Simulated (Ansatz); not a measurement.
GaN (P6_3mc), computed twice by G0W0.

The database entry behind the starting cell has ideal inner coordinates that were not refined, so it need not match the best structure at ambient conditions.

Symmetry: P6_3mc, No. 186, hexagonal system. The conventional cell has a = 3.190 Å, b = 3.190 Å, c = 5.189 Å, α = 90.00°, β = 90.00°, γ = 120.00°. Nearest to Ga lie 4 N at 1.95 Å. Nearest to N lie 4 Ga at 1.95 Å. Farther neighbours and most contacts between anions are not listed.

```xyz
4
Lattice="3.1900 0.0000 0.0000 -1.5950 2.7626 0.0000 0.0000 0.0000 5.1890" Properties=species:S:1:pos:R:3 pbc="T T T"
Ga    1.5950    0.9209    0.0000
Ga    0.0000    1.8417    2.5945
N     1.5950    0.9209    1.9459
N     0.0000    1.8417    4.5404
```

The cell and positions come from the Crystallography Open Database and are kept as given unless a step says otherwise. PAW set soft_2, made with PBE.

The first (Ansatz 0.2.0; start PBE, 6×6×4 mesh, 136 empty bands, screening to 120 eV, plasmon pole; 1 × NVIDIA H100 80GB HBM3 (shared by 6 runs) with 3 threads of AMD EPYC 7R13 (Zen 3), shared host) gave, on its mesh: starting gap 1.89 eV, G0W0 gap 3.00 eV, RPA ε∞ (mean) 6.03, 18 s.

The second changes files from default PAW to hard PAW and frequency model from plasmon pole to contour deformation. What does it give?

It gave: starting gap 1.91 eV, G0W0 gap 3.02 eV, RPA ε∞ (mean) 6.01, 24 s. The G0W0 gap moves by +0.02 eV, +0.02 eV from the start and −0.002 eV from the correction. Σc changes by −0.02 eV at the valence top and −0.03 eV at the conduction bottom, and Σx − Vxc between them by +0.005 eV.

Limits: not at the basis limit; no spin-orbit coupling.

[Paths, hosts, dates, memory and timing lines, banners, echoed tables and standing remarks are left out of the program output.]

[Logs are printed without paths, hosts, clocks, repeated set-up lines and the standing remarks that a program may print on its own settings, such as how far it seeks lower states.]

[Runs of the session that timed out or met a known fault of the program may be left out.]

[Cells called generated may have been cut or substituted from an entry of the Crystallography Open Database or the Materials Project.]

[Hosts, paths, dates, database ids (printed as entryN), source tags and the programs' standing remarks are cut or masked in the printed files.]
